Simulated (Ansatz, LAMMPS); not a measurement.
# Forces and charges in liquid 62P2O5-12Al2O3-27MgO (mol %) at 3300 K (141 atoms), part 2 of 2

What does DFT give for liquid 62P2O5-12Al2O3-27MgO (mol %) at 3300 K (141 atoms) as built?

Ansatz 0.2.0; Kohn-Sham DFT, PBE, PAW (set soft_2), plane waves.

The cell: 32 P, 6 Al, 7 Mg and 96 O. The starting topology of bonds comes from the classical model. Sampling is at Γ alone, for a cell whose shortest periodic width is 12 Å.

So far. Step 3 (Plane-wave single point): Mean Löwdin charges: Al +1.40, Mg +1.65, O -0.80, P +2.18 e (they miss 1.6 % of the electrons, so they add up to more than the cell's charge). Within 0.4 eV of the Fermi level the largest share is O p (67 % of the projected weight).

**4. Local order**

These statistics describe the geometry on which the runs were made.

Density 2.48 g/cm³, 13.58 Å³ an atom.

Pair distribution functions g(r), in bins of 0.2 Å:

| r (Å) | total | O-O | O-P | O-Mg | O-Al | P-P | P-Mg |
| --- | --- | --- | --- | --- | --- | --- | --- |
| 1.40 | 1.24 | 0.00 | 3.88 | 0.00 | 0.61 | 0.00 | 0.00 |
| 1.60 | 2.67 | 0.00 | 8.03 | 0.00 | 3.17 | 0.00 | 0.00 |
| 1.80 | 0.64 | 0.00 | 1.02 | 1.71 | 3.60 | 0.00 | 0.00 |
| 2.00 | 0.28 | 0.00 | 0.26 | 2.30 | 0.68 | 0.00 | 0.00 |
| 2.20 | 0.45 | 0.56 | 0.00 | 1.92 | 1.08 | 0.00 | 0.00 |
| 2.40 | 1.18 | 2.33 | 0.04 | 0.39 | 0.91 | 0.00 | 0.63 |
| 2.60 | 1.21 | 2.37 | 0.07 | 1.19 | 0.18 | 0.00 | 0.00 |
| 2.80 | 0.85 | 1.31 | 0.19 | 0.45 | 0.82 | 0.55 | 0.00 |
| 3.00 | 0.65 | 0.85 | 0.20 | 0.24 | 0.73 | 1.28 | 0.76 |
| 3.20 | 0.84 | 0.72 | 0.70 | 0.68 | 0.25 | 2.64 | 2.33 |
| 3.40 | 0.74 | 0.67 | 0.74 | 1.00 | 0.56 | 0.66 | 1.77 |
| 3.60 | 0.87 | 0.64 | 1.09 | 0.87 | 1.11 | 0.35 | 3.38 |
| 3.80 | 1.19 | 0.87 | 1.83 | 1.10 | 1.56 | 0.32 | 1.16 |
| 4.00 | 1.16 | 0.71 | 1.82 | 1.44 | 1.83 | 0.63 | 0.64 |
| 4.20 | 1.18 | 1.08 | 1.39 | 1.15 | 1.27 | 1.17 | 0.39 |
| 4.40 | 1.03 | 1.01 | 0.93 | 1.69 | 1.03 | 0.93 | 1.59 |
| 4.60 | 1.06 | 1.15 | 0.85 | 1.40 | 0.88 | 1.55 | 0.64 |
| 4.80 | 1.10 | 1.25 | 0.98 | 0.54 | 0.86 | 1.61 | 0.44 |
| 5.00 | 1.08 | 1.27 | 0.78 | 0.85 | 1.11 | 1.67 | 0.95 |
| 5.20 | 1.05 | 1.07 | 0.92 | 0.85 | 0.69 | 1.81 | 1.65 |
| 5.40 | 0.92 | 0.99 | 0.83 | 0.74 | 0.95 | 0.81 | 0.70 |
| 5.60 | 0.99 | 1.00 | 1.02 | 0.69 | 0.88 | 0.85 | 1.29 |
| 5.80 | 1.01 | 0.94 | 1.17 | 1.01 | 0.98 | 0.93 | 0.91 |
| 6.00 | 0.92 | 0.90 | 0.97 | 1.00 | 1.17 | 0.50 | 0.86 |

Bonds by pair of elements; cutoffs follow the first minimum of g(r), held within bounds set by covalent radii, and pairs that aren't listed don't count as bonded:

| pair A-B | cutoff (Å) | bonds | mean length (Å) | spread (Å) | shortest (Å) | B about A | A about B |
| --- | --- | --- | --- | --- | --- | --- | --- |
| O-P | 2.11 | 130 | 1.57 | 0.115 | 1.40 | 1.35 | 4.06 |
| O-Mg | 2.42 | 22 | 2.04 | 0.153 | 1.78 | 0.229 | 3.14 |
| O-Al | 2.19 | 20 | 1.78 | 0.197 | 1.47 | 0.208 | 3.33 |

The cutoffs for O-Mg and O-Al fall short of the minimum of g(r), so counts run low and odd coordinations can be artefacts.

How many atoms have how many bonded neighbours:

| element | mean | 1 | 2 | 3 | 4 | 5 |
| --- | --- | --- | --- | --- | --- | --- |
| Al | 3.33 | 0 | 0 | 4 | 2 | 0 |
| Mg | 3.14 | 0 | 2 | 2 | 3 | 0 |
| O | 1.79 | 22 | 72 | 2 | 0 | 0 |
| P | 4.06 | 0 | 0 | 0 | 30 | 2 |

Bond angles, per cent of each kind in bins of 5°:

| angle (°) | O-P-O | P-O-P | O-Mg-O | O-Al-O | Mg-O-P |
| --- | --- | --- | --- | --- | --- |
| 70–75 | 0.0 | 0.0 | 11.5 | 0.0 | 0.0 |
| 75–80 | 0.5 | 0.0 | 11.5 | 0.0 | 9.1 |
| 80–85 | 1.0 | 0.0 | 7.7 | 4.2 | 0.0 |
| 85–90 | 3.0 | 0.0 | 11.5 | 4.2 | 0.0 |
| 90–95 | 4.5 | 0.0 | 3.9 | 8.3 | 0.0 |
| 95–100 | 14.0 | 0.0 | 3.9 | 12.5 | 0.0 |
| 100–105 | 21.5 | 0.0 | 3.9 | 16.7 | 0.0 |
| 105–110 | 16.5 | 0.0 | 3.9 | 20.8 | 4.5 |
| 110–115 | 10.0 | 0.0 | 7.7 | 0.0 | 0.0 |
| 115–120 | 11.0 | 0.0 | 3.9 | 8.3 | 4.5 |
| 120–125 | 10.0 | 0.0 | 0.0 | 0.0 | 4.5 |
| 125–130 | 3.0 | 0.0 | 3.9 | 4.2 | 4.5 |
| 130–135 | 2.0 | 0.0 | 15.4 | 4.2 | 4.5 |
| 135–140 | 2.0 | 8.8 | 0.0 | 8.3 | 13.6 |
| 140–145 | 0.0 | 17.6 | 7.7 | 0.0 | 9.1 |
| 145–150 | 0.0 | 5.9 | 3.9 | 0.0 | 4.5 |
| 150–155 | 0.0 | 11.8 | 0.0 | 0.0 | 0.0 |
| 155–160 | 0.5 | 11.8 | 0.0 | 0.0 | 9.1 |
| 160–165 | 0.0 | 20.6 | 0.0 | 4.2 | 9.1 |
| 165–170 | 0.5 | 14.7 | 0.0 | 0.0 | 13.6 |
| 170–175 | 0.0 | 5.9 | 0.0 | 4.2 | 9.1 |
| 175–180 | 0.0 | 2.9 | 0.0 | 0.0 | 0.0 |

Bond angles (no mean is given where the spread exceeds 20°):

| angle | count | mean (°) | spread (°) |
| --- | --- | --- | --- |
| O-P-O | 200 | 109 | 12.6 |
| P-O-P | 34 | 156 | 11.2 |
| O-Mg-O | 26 | - | - |
| O-Al-O | 24 | - | - |
| Mg-O-P | 22 | - | - |

Oxygen atoms by the number of network formers (Si, P, Ge, B, Al, As, Ga) bound to them:

| network formers bound to O | O atoms | per cent |
| --- | --- | --- |
| 0 | 0 | 0 |
| 1 | 42 | 43.8 |
| 2 | 54 | 56.2 |

Network units: each former by its oxygen neighbours and how many of them bridge to another former:

| former | O neighbours | bridging O | atoms |
| --- | --- | --- | --- |
| P | 4 | 1 | 2 |
| P | 4 | 2 | 9 |
| P | 4 | 3 | 15 |
| P | 4 | 4 | 4 |
| P | 5 | 3 | 1 |
| P | 5 | 4 | 1 |
| Al | 3 | 3 | 4 |
| Al | 4 | 4 | 2 |

Bond length by coordination (bonds to H left out):

| element | coordination | atoms | mean bond length (Å) |
| --- | --- | --- | --- |
| Al | 3 | 4 | 1.75 |
| Al | 4 | 2 | 1.84 |
| Mg | 2 | 2 | 1.93 |
| Mg | 3 | 2 | 2.06 |
| Mg | 4 | 3 | 2.06 |
| O | 1 | 22 | 1.52 |
| O | 2 | 72 | 1.66 |
| O | 3 | 2 | 1.98 |
| P | 4 | 30 | 1.56 |
| P | 5 | 2 | 1.75 |

Rings of the network by King's shortest-path rule, up to 12 atoms, one path for each pair of neighbours; H, halogens, alkali and alkaline-earth atoms are left out, and the last column divides by all other atoms, bonded or not:

| ring size (atoms) | rings | per network atom |
| --- | --- | --- |
| 8 | 2 | 0.015 |
| 10 | 1 | 0.007 |
| 12 | 4 | 0.03 |

The O-P-O angle averages 109° with a spread of 13°. 56 % of the oxygens bridge two formers (P and Al) and 44 % are non-bridging. The commonest P unit has 4 oxygens, 3 of them shared with other formers (15 of 32 atoms). Rings of 12 atoms are the most common (57 % of those counted); sizes run from 8 to 12, where the search stops.

The surroundings of O65, picked at random, nearest first, numbered as they follow in the input and with coordinates relative to it.

| atom | x | y | z | distance (Å) | bonds | Löwdin charge (e) | Fx | Fy | Fz (eV/Å) |
| --- | --- | --- | --- | --- | --- | --- | --- | --- | --- |
| O65 | 0.00 | 0.00 | 0.00 | 0.00 | 2 | -0.76 | 2.04 | 1.69 | 0.01 |
| P29 | 0.77 | 0.50 | 1.29 | 1.58 | 4 | 2.15 | -2.10 | -1.11 | -1.61 |
| Al35 | -0.62 | 0.59 | -1.68 | 1.88 | 4 | 1.36 | -2.46 | 13.24 | 4.09 |
| O53 | -0.35 | 1.53 | 1.84 | 2.41 | 2 | -0.74 | 0.10 | 0.68 | -0.45 |
| O134 | -0.59 | -0.77 | -2.24 | 2.45 | 2 | -0.80 | 1.34 | -12.92 | -6.21 |
| O130 | 0.78 | -0.57 | 2.26 | 2.46 | 1 | -0.85 | 0.10 | -2.08 | 1.97 |
| Mg42 | -0.88 | -2.23 | 1.34 | 2.75 | 2 | 1.67 | 2.17 | 2.25 | -0.08 |
| O115 | -2.71 | -0.69 | -0.15 | 2.80 | 1 | -0.90 | -3.59 | 1.65 | 0.35 |
| O50 | 2.35 | 0.94 | 1.21 | 2.80 | 2 | -0.72 | -1.72 | -0.44 | 0.08 |
| O82 | -2.43 | 1.52 | -0.84 | 2.99 | 1 | -0.82 | 2.69 | 2.37 | -1.35 |
| O88 | 1.01 | -2.79 | 0.81 | 3.07 | 2 | -0.96 | 1.40 | -2.45 | 0.10 |
| O84 | 0.79 | 2.20 | -2.07 | 3.12 | 2 | -0.81 | -4.95 | 0.06 | 3.85 |
| O89 | 3.04 | 1.56 | -1.04 | 3.57 | 2 | -0.73 | -1.82 | 2.01 | -3.98 |

The column of bonds counts only the pairs O-P within 2.11 Å, O-Mg within 2.42 Å, O-Al within 2.19 Å; other neighbours, such as metal atoms beside each other in a compound, aren't counted, and periodic images can show an atom twice.

**5. Results**

| Property | Result |
| --- | --- |
| free energy per atom | -676.2967 eV/atom |
| pressure | 4.183 GPa |
| r.m.s. force component | 2.997 eV/Å |
| spacing of highest filled and lowest empty level | 0.0845 eV |
| wall time of the 1 DFT run | 41 s |

**Reading.** Occupations were fixed, yet the highest filled and lowest empty levels lie only 0.085 eV apart (at Γ alone), so the cell may have no gap and the filling was imposed. 56 % of the oxygens bridge two formers (P and Al) and 44 % are non-bridging.

What to keep in mind: The force components of 3.0 eV/Å r.m.s. reflect the temperature of the frame as well as the gap between the generating potential and DFT. The pressure of 4.2 GPa is that of one thermal frame, in which the classical model's bond lengths enter as well as the volume, without the kinetic term.

[Hosts, paths, dates, database ids (printed as entryN), source tags and the programs' standing remarks are cut or masked in the printed files.]
